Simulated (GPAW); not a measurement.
Consider InAg (Pm-3m).

```xyz
2
Lattice="3.4648 0.0000 0.0000 0.0000 3.4648 0.0000 0.0000 0.0000 3.4648" Properties=species:S:1:pos:R:3 pbc="T T T"
In    1.7324    1.7324    1.7324
Ag    0.0000    0.0000    0.0000
```

Absorber: atom 1, with 8 Ag at 3.00 Å and 6 In at 3.46 Å (cube and octahedron, as in bcc, site symmetry m-3m). Method: GPAW, LDA, excited-electron core hole (neutral cell), 16-atom cell with 6.9 Å between holes, 4×4×4 k points, dipole transitions, Gaussian full width 7.91 eV.

Where do the maxima of the In K edge fall?

Main maxima up to 28 eV above the zero (height): 5.6 eV (1.24) and 21.0 eV (0.92). A K edge sees empty p states on the absorber. 

The In K spectrum (energy from the lowest empty level; intensity scaled to a mean of 1 over the first 20 eV):

| E (eV) | intensity |
| --- | --- |
| -2.0 | 0.34 |
| -1.4 | 0.42 |
| -0.8 | 0.52 |
| -0.2 | 0.62 |
| 0.4 | 0.72 |
| 1.0 | 0.82 |
| 1.6 | 0.92 |
| 2.2 | 1.01 |
| 2.8 | 1.08 |
| 3.4 | 1.15 |
| 4.0 | 1.19 |
| 4.6 | 1.22 |
| 5.2 | 1.23 |
| 5.8 | 1.24 |
| 6.4 | 1.23 |
| 7.0 | 1.21 |
| 7.6 | 1.18 |
| 8.2 | 1.15 |
| 8.8 | 1.12 |
| 9.4 | 1.08 |
| 10.0 | 1.04 |
| 10.6 | 1.01 |
| 11.2 | 0.98 |
| 11.8 | 0.95 |
| 12.4 | 0.92 |
| 13.0 | 0.90 |
| 13.6 | 0.88 |
| 14.2 | 0.87 |
| 14.8 | 0.86 |
| 15.4 | 0.86 |
| 16.0 | 0.86 |
| 16.6 | 0.87 |
| 17.2 | 0.88 |
| 17.8 | 0.88 |
| 18.4 | 0.89 |
| 19.0 | 0.90 |
| 19.6 | 0.91 |
| 20.2 | 0.91 |
| 20.8 | 0.92 |
| 21.4 | 0.91 |
| 22.0 | 0.91 |
| 22.6 | 0.90 |
| 23.2 | 0.89 |
| 23.8 | 0.88 |
| 24.4 | 0.87 |
| 25.0 | 0.86 |
| 25.6 | 0.85 |
| 26.2 | 0.84 |
| 26.8 | 0.83 |
| 27.4 | 0.83 |
| 28.0 | 0.83 |
| 28.6 | 0.83 |
| 29.2 | 0.84 |
| 29.8 | 0.85 |
| 30.4 | 0.87 |
| 31.0 | 0.89 |
| 31.6 | 0.91 |

The script folds with a Gaussian, whereas the core hole's own line is a Lorentzian, so the onset is too steep and the first peak too high. The structure is a computed Materials Project entry and may be a hypothetical form.

[Banner, clock and machine lines of the logs are left out without a mark of their own.]

[Logs are printed without paths, hosts, clocks, repeated set-up lines and the standing remarks that a program may print on its own settings, such as how far it seeks lower states.]

[Hosts, paths, dates, database ids (printed as entryN), source tags and the programs' standing remarks are cut or masked in the printed files.]

[Lists of maxima count a maximum above −3 eV only where it reaches 4 % of the highest in the window and stands out from its surroundings by 2 % of it (1.5 % where it reaches 55 %); shoulders and weaker maxima are passed over, and of the rest the first, up to two pre-edge ones and the few strongest are named.]
